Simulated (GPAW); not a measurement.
# Optical response of GaNi3C, part 2 of 2

Aim: the dielectric function of GaNi3C, and the optical constants that follow from it.

GPAW 26.7.0; DFT, PBE, plane-wave PAW (GPAW data sets), scalar-relativistic, RPA, optical limit.

So far. Step 2 (Ground state): There are states at the Fermi level within the smearing, so the occupations stay smeared and the carriers get a Drude term.

## 4. Dielectric function, RPA

Transitions between filled and empty bands, summed over the zone, give the optical response, so mesh, band count and broadening shape it.

The induced potential is part of this response.

This step: DFT, PBE, plane-wave PAW (GPAW data sets), scalar-relativistic, RPA, optical limit (GPAW 26.7.0).

Input file df.py:

```python
from gpaw.response.df import DielectricFunction

df = DielectricFunction('full.gpw', frequencies={'type': 'nonlinear', 'domega0': 0.03, 'omega2': 8},
                        ecut=80,
                        eta=0.2,
                        nbands=48,
                        rate=0.05,
                        txt='df.txt')
for direction in ['x']:
    df.get_dielectric_function(xc='RPA', direction=direction, filename=f'df_{direction}.csv')
```

Run with:

```sh
$ OMP_NUM_THREADS=1 python df.py
```

Numbers of over 12 decimals in the logs are rounded to 6 here.

What it wrote:

```text
Using integrator: PointIntegrator
NonLinearFrequencyDescriptor(from 0.000 to 88.070 eV, 529 points)
Nonperiodic BCs:  [False False False]
Using integrator: PointIntegrator
NonLinearFrequencyDescriptor(from 0.000 to 88.070 eV, 529 points)
Nonperiodic BCs:  [False False False]
Using integrator: PointIntegrator

Calculating chi0 body with:
    Ground state adapter containing:
    Number of spins: 2
    Number of kpoints: 1000
    Number of irreducible kpoints: 56
    Number of completely occupied states: 26
    Number of partially occupied states: 29

    Linear response parametrization:
    q_c: [0.0, 0.0, 0.0]
    Number of frequency points: 529
    Planewave cutoff: 80.0
    Number of bands: 48
    Number of planewaves: 81
    Broadening (eta): 0.2

Integrating chi0 body.

Symmetries of q_c:
    Direct symmetries (Uq -> q): 48
    Indirect symmetries (TUq -> q): 0
In total 48 allowed symmetries.

56 groups of equivalent kpoints. 94.400000% reduction.

Integral kind: spectral function

Calculating chi0 optical extensions with:
    Ground state adapter containing:
    Number of spins: 2
    Number of kpoints: 1000
    Number of irreducible kpoints: 56
    Number of completely occupied states: 26
    Number of partially occupied states: 29

    Linear response parametrization:
    Number of frequency points: 529
    Planewave cutoff: 80.0
    Number of bands: 48
    Number of planewaves: 81
    Broadening (eta): 0.2
Integrating chi0 head and wings.

Symmetries of q_c:
    Direct symmetries (Uq -> q): 48
    Indirect symmetries (TUq -> q): 0
In total 48 allowed symmetries.

56 groups of equivalent kpoints. 94.400000% reduction.

Integral kind: spectral function wings

Calculating drude chi0 with:
    Number of frequency points:529
    Plasma frequency decay rate: 0.05 eV

    Ground state adapter containing:
    Number of spins: 2
    Number of kpoints: 1000
    Number of irreducible kpoints: 56
    Number of completely occupied states: 26
    Number of partially occupied states: 29

Symmetries of q_c:
    Direct symmetries (Uq -> q): 48
    Indirect symmetries (TUq -> q): 0
In total 48 allowed symmetries.

56 groups of equivalent kpoints. 94.400000% reduction.

Integral kind: intraband
Plasma frequency:
[[3.68+0.j 0.  +0.j 0.  +0.j]
 [0.  +0.j 3.68+0.j 0.  +0.j]
 [0.  +0.j 0.  +0.j 3.68+0.j]]
```

Elapsed: 23 s, on 1 thread of Arm Neoverse V2, shared host; peak memory 0.45 GiB.

Some rows of df_x.csv (energy; Re and Im without local fields; Re and Im with them):

```text
0.000000, 5468.895550, 0.000000, 5468.629202, 0.000000
0.555532, -12.940095, 36.101569, -13.190799, 35.934377
1.143969, -1.937092, 20.220773, -2.022874, 20.095920
1.768324, -0.223731, 9.981113, -0.360597, 9.936854
2.431988, 4.427519, 7.984787, 4.254825, 7.856920
3.138794, 6.811793, 10.383269, 6.712424, 10.039856
3.893091, 5.387817, 12.246291, 5.339376, 11.716782
4.699832, -0.720324, 12.862387, 0.149557, 12.801436
5.564682, -2.439332, 5.708378, -2.429389, 5.986710
6.494155, -1.175609, 5.983575, -1.164019, 6.175315
7.495775, -1.361658, 4.360824, -1.517431, 4.497687
8.578281, -1.058669, 3.365540, -1.163910, 3.380529
9.751884, -1.117588, 2.946728, -1.244242, 2.937960
11.028587, -1.056255, 2.569314, -1.146601, 2.480829
12.422601, -1.154688, 2.061648, -1.163624, 2.021046
13.950874, -0.964232, 1.067942, -0.929448, 1.073475
15.633783, -0.394691, 0.765115, -0.407588, 0.766903
17.496047, -0.011874, 0.676081, -0.041729, 0.654342
19.567954, 0.088335, 0.671003, 0.048927, 0.592983
```

Sum at mesh points, not converged in k. Table of Im ε, E ∥ x by photon energy; read off at these points:

```
photon energy (eV)  Im ε, E ∥ x
               1.0         22.7
               2.0         8.53
               3.0         9.17
               4.0         12.3
               4.3         13.2
               5.0         11.4
               6.0         6.07
               7.0         5.52
               8.0         3.99
               9.0         3.44
              10.0         2.71
              11.0         2.51
              12.0         2.06
              13.0         1.57
              14.0         1.06
              15.0        0.815
              16.0        0.737
              17.0        0.622
              18.0        0.675
              19.0        0.696
```

Values under 1 per cm are given as 1; sum at mesh points, not converged in k. Table of absorption coefficient, E ∥ x by photon energy:

photon energy (eV), log10 absorption coefficient, E ∥ x (1/cm) and a bar from the least value:
```
    0.492        5.5 
    1.010        5.6 #####
    1.486        5.6 ########
    1.985        5.6 ####
    2.508        5.6 #####
    3.018        5.7 ########
    3.510        5.8 ##############
    3.980        5.9 ##################
    4.516        6.0 #######################
    4.981        6.1 ###########################
    5.515        6.1 #########################
    6.021        6.0 #######################
    6.494        6.1 #########################
    6.985        6.1 ###########################
    7.496        6.1 ##########################
    8.026        6.1 ###########################
    8.516        6.1 ##########################
    9.023        6.1 ###########################
    9.483        6.2 ############################
   10.026        6.2 ###########################
   10.519        6.2 ############################
   11.029        6.2 #############################
   11.479        6.2 #############################
   12.023        6.2 #############################
   12.504        6.2 ##############################
   13.000        6.2 ##############################
   13.512        6.2 #############################
   14.040        6.2 ############################
   14.493        6.2 ############################
   14.960        6.1 ###########################
   15.536        6.1 #########################
   16.031        6.1 #########################
   16.541        6.1 ########################
   16.959        6.0 ######################
   17.496        6.0 ######################
   18.049        6.0 #######################
   18.504        6.0 ######################
   18.969        6.0 #######################
   19.447        6.0 ######################
```

Sum at mesh points, not converged in k. The Im ε, E ∥ x by photon energy; read off at these points:

```
photon energy (eV)  without local fields  with local fields
              0.50                  37.3               37.2
              1.00                  22.8               22.7
              1.50                  14.9               14.8
              2.00                  8.62               8.53
              2.50                  7.78               7.64
              3.00                  9.49               9.17
              3.50                  11.0               10.7
              4.00                  12.9               12.3
              4.29                  13.9               13.2
              4.33                  13.8               13.2
              4.50                  13.4               13.1
              5.00                  10.8               11.4
              5.50                  6.01               6.33
              6.00                  5.90               6.07
              6.50                  5.98               6.17
              7.00                  5.29               5.52
              7.50                  4.36               4.50
              8.00                  3.92               3.99
              8.50                  3.41               3.42
              9.00                  3.39               3.44
              9.50                  3.18               3.19
             10.00                  2.72               2.71
             10.50                  2.82               2.78
             11.00                  2.60               2.51
             11.50                  2.45               2.33
             12.00                  2.16               2.06
             12.50                  1.99               1.95
             13.00                  1.69               1.57
             13.50                  1.43               1.36
             14.00                  1.05               1.06
             14.50                 0.967              0.972
             15.00                 0.818              0.815
             15.50                 0.775              0.779
             16.00                 0.738              0.737
             16.50                 0.658              0.643
             17.00                 0.648              0.622
             17.50                 0.676              0.654
             18.00                 0.713              0.675
             18.50                 0.683              0.651
             19.00                 0.741              0.696
             19.50                 0.672              0.596
```

Sum at mesh points, not converged in k. Table of loss function −Im 1/ε at q → 0, E ∥ x by energy loss; read off at these points:

```
energy loss (eV)  loss function −Im 1/ε at q → 0, E ∥ x
             0.5                                 0.0209
             1.0                                 0.0428
             1.5                                 0.0664
             2.0                                  0.108
             2.5                                 0.0956
             3.0                                 0.0688
             3.5                                 0.0730
             4.0                                 0.0703
             4.5                                 0.0759
             5.0                                 0.0810
             5.5                                  0.132
             6.0                                  0.163
             6.5                                  0.156
             7.0                                  0.162
             7.5                                  0.200
             8.0                                  0.219
             8.5                                  0.256
             9.0                                  0.267
             9.5                                  0.271
            10.0                                  0.322
            10.5                                  0.313
            11.0                                  0.329
            11.5                                  0.357
            12.0                                  0.380
            12.5                                  0.374
            13.0                                  0.424
            13.5                                  0.456
            14.0                                  0.548
            14.5                                  0.655
            15.0                                  0.805
            15.5                                  0.986
            16.0                                   1.13
            16.5                                   1.33
            17.0                                   1.57
            17.5                                   1.52
            18.0                                   1.48
            18.5                                   1.53
            19.0                                   1.43
            19.5                                   1.67
```

Sum at mesh points, not converged in k. The reflectivity at normal incidence, E ∥ x by photon energy; read off at these points:

```
photon energy (eV)  reflectivity at normal incidence, E ∥ x (%)
              0.50                                         73.2
              1.00                                         59.1
              1.50                                         51.7
              2.00                                         34.9
              2.50                                         31.2
              3.00                                         34.6
              3.50                                         37.4
              4.00                                         40.5
              4.50                                         45.0
              5.00                                         51.4
              5.08                                         51.9
              5.50                                         46.7
              6.00                                         36.4
              6.50                                         39.0
              7.00                                         41.9
              7.50                                         38.7
              8.00                                         38.3
              8.50                                         36.3
              9.00                                         33.9
              9.50                                         36.2
             10.00                                         33.7
             10.50                                         34.2
             11.00                                         35.4
             11.50                                         34.3
             12.00                                         35.7
             12.50                                         38.0
             13.00                                         39.2
             13.50                                         40.6
             13.77                                         42.3
             14.00                                         41.5
             14.50                                         38.6
             15.00                                         37.5
             15.50                                         32.6
             16.00                                         29.8
             16.50                                         29.3
             17.00                                         22.7
             17.50                                         19.8
             18.00                                         18.6
             18.50                                         16.7
             19.00                                         17.0
             19.50                                         17.5
```

Optical constants at common wavelengths, from n + ik = √ε:

```
wavelength (nm)     n      k  R (%)     1/α
           1064  3.01  3.303   55.4   26 nm
            532  2.55  1.619   33.0   26 nm
            450  2.85  1.381   31.9   26 nm
            405  3.07  1.564   35.4   21 nm
            365  3.00  1.752   37.1   17 nm
            308  3.00  2.060   40.7   12 nm
            193  1.62  1.937   39.0  7.9 nm
```

A polished face would reflect 34 % of daylight and look grey (CIE x = 0.321, y = 0.333 under D65).

## 5. Outcome

What this shows: At this level (PBE, RPA) GaNi3C is a metal. The mesh is too coarse to trust the carriers' weight, the reflectivity or the colour to better than tens of per cent. A polished face would reflect 34 % of daylight and look grey (CIE x = 0.321, y = 0.333 under D65). The carriers' damping of 0.05 eV is typed, not computed; it shapes the response at the lowest energies. The magnetic state comes from one start and need not be the lowest. The curves end at 20 eV, about where the summed bands run out. In this version of GPAW the matrix elements of the optical limit are incomplete, which can lower ε − 1 by up to a tenth where first-row anions or d states rule, and shift it by more in d metals. GPAW's carrier term has the form −ωp²/(ω + i·rate)², which damps like twice the rate and fails at low energy, so the curves leave the lowest energies out. The sum runs over mesh points 0.17 Å⁻¹ apart with no interpolation, so peaks are partly noise of the mesh, and the Drude plasma energy, a sum over the Fermi surface, isn't converged.

[Machine, clock and banner lines and Python warnings are left out of the logs.]

[Logs are printed without paths, hosts, clocks, repeated set-up lines and the standing remarks that a program may print on its own settings, such as how far it seeks lower states.]

[Hosts, paths, dates, database ids (printed as entryN), source tags and the programs' standing remarks are cut or masked in the printed files.]
